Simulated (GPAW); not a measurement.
# ZnS (P6_3mc): refractive index against wavelength

The refractive index of ZnS (P6_3mc) along x below the direct gap (1.99 eV on the mesh) is read from one computed spectrum, n = √(Re ε). x, y and z are the Cartesian axes of the input cell.

Cell: a, b, c = 3.811, 3.811, 6.234 Å (primitive vectors), 4 atoms.

Method: GPAW 26.7.0, LDA, RPA, k-mesh 9×9×5, local fields up to 50 eV, Lorentzian half width 0.15 eV.

Launch of the response step: `OMP_NUM_THREADS=1 python df.py`. The run took 5.7 min, its band step included, on 1 thread of Intel(R) Xeon(R) Processor @ 2.50GHz (Skylake/Cascade Lake), on a shared host.

| wavelength (nm) | photon energy E (eV) | n |
| --- | --- | --- |
| 3000 | 0.413 | 2.4408 |
| 2000 | 0.620 | 2.4496 |
| 1550 | 0.800 | 2.4606 |
| 1310 | 0.946 | 2.4720 |
| 1064 | 1.165 | ? |

In the single-oscillator model n² − 1 = E₀E_d/(E₀² − E²), so 1/(n² − 1) = E₀/E_d − E²/(E₀E_d) is linear in E².

Working, on the rows shown:

| x = E² (eV²) | y = 1/(n² − 1) |
| --- | --- |
| 0.170801 | 0.201714 |
| 0.384302 | 0.199978 |
| 0.639837 | 0.197841 |
| 0.895757 | 0.195665 |

Means: x̄ = 0.52267, ȳ = 0.1988. Σ(x − x̄)(y − ȳ) = -0.002471, Σ(x − x̄)² = 0.2959. Slope = -0.002471 / 0.2959 = -0.00835; intercept = ȳ − slope · x̄ = 0.20316. Turned back into n, the line misses the rows shown by at most 0.00012.

What does the fit predict for the withheld row, and how well does it do?

At x = 1.3578 the line gives y = 0.19183, that is 2.4926. The run gave 2.4942, so the extrapolation is off by 0.0016, 3 % of the range in the table.

Refitted with all rows, the slope is -0.008579 and the intercept 0.20326. These give E₀ = √(intercept/−slope) = 4.87 eV and E_d = E₀/intercept = 23.9 eV; E₀ is 2.4 times the direct gap. The electronic limit at long wavelengths, without lattice vibrations, is n = √(1 + 1/intercept) = 2.433. The cell comes from an older database entry, whose edges can be off by a per cent or so. Excitons are left out; LDA gaps are as a rule too small. The values come from a sum over the points of one k-mesh and carry its error, which grows as the direct gap shrinks.
